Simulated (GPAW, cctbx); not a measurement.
## Ba3HfO: what bonding does to one electron reflection, worked out

Ba3HfO, Pm-3m (no. 221), a = 5.5153 Å, b = 5.5153 Å, c = 5.5153 Å, α = 90.00°, β = 90.00°, γ = 90.00°.

```
atom  mult.    x    y    z
 Hf1      1    0    0    0
 Ba1      3  1/2  1/2    0
  O1      1  1/2  1/2  1/2
```

The cell comes from substitution in a known structure type and wasn't matched to any measured phase.

A DFT run (GPAW, PBE, 550 eV, 4×4×4 k-points, Fermi–Dirac width 0.1 eV) gives the static X-ray structure factor of 010 as 8.756 e for the conventional cell; superposed free atoms give 9.223 e. **Problem.** Find the Fourier component V of the crystal potential and the two-beam extinction distance at 120 kV in both cases, then the holographic phase shift per nanometre.

### 1. Geometry

The cell volume is Ω = 167.77 Å³ and d(010) = 5.5153 Å, so g = 1/d = 0.1813 Å⁻¹.

### 2. The nuclei

Electrons feel nuclei as well as electrons, so the nuclear charges are summed with the same phases.

Phase sums Σ exp(2πi h·x), turned so that the total is real and positive: Hf +1.000, Ba -1.000, O -1.000. Then F_Z = 72 × (+1.000) + 56 × (-1.000) + 8 × (-1.000) = 8.00 e. The electron term has the same sign for this reflection.

### 3. Mott–Bethe

Poisson's equation, term by term, gives V = (e/4πε₀)(F_Z − F)/(πΩg²), with e/4πε₀ = 14.3996 V Å.

The prefactor is 14.3996 × 5.5153²/(π × 167.77) = 0.83104 V per electron. Free atoms: (8.00 − 9.223) × 0.83104 = -1.016 V. Crystal: (8.00 − 8.756) × 0.83104 = -0.628 V. F changes by -5.06 % and V by -38.2 %: the same 0.47 e is measured against F_Z − F = -1.2 e in place of F = 9.2 e.

### 4. Extinction distance

In the two-beam case ξ = 1/(λU) with U = 2γm₀eV/h², that is ξ = 150.41 V Å²/(γλV).

At 120 kV, λ = 0.03349 Å and γ = 1.2348. Free atoms: ξ = 3578 Å. Crystal: ξ = 5789 Å. The thickness fringes go as sin²(πt/ξ), so the two patterns slip by a quarter of a period when t|1/ξ₁ − 1/ξ₀| = 1/4, at t ≈ 234 nm. Thermal motion, absorption and many-beam coupling, left out here, change a real pattern.

### 5. Phase shift

A slab run (normal [001], unrelaxed) gives a mean inner potential of 14.46 V; free atoms give 18.89 V. The phase shift is φ = C_E V₀ t, with C_E = (2π/λE)(E + m₀c²)/(E + 2m₀c²).

C_E = 8.638 × 10⁻³ rad/(V nm). The shift is 0.1249 rad/nm in the crystal and 0.1631 rad/nm for free atoms. A sample 50 nm thick gives φ = 6.24 rad; read with the free-atom value it would seem 38.3 nm thick.

### 6. Answer

V(010) is -0.63 V against -1.02 V, and ξ is 5789 against 3578 Å. The phase shift is 0.125 rad/nm, and free atoms would misjudge a thickness by -23 %. Limits: static atoms, two beams.

[Outputs are excerpts: Python notices, other lines and further rows are left out; steps that failed or that the build refused (PBEsol, TPSS) are not shown.]

[Logs are printed without paths, hosts, clocks, repeated set-up lines and the standing remarks that a program may print on its own settings, such as how far it seeks lower states.]
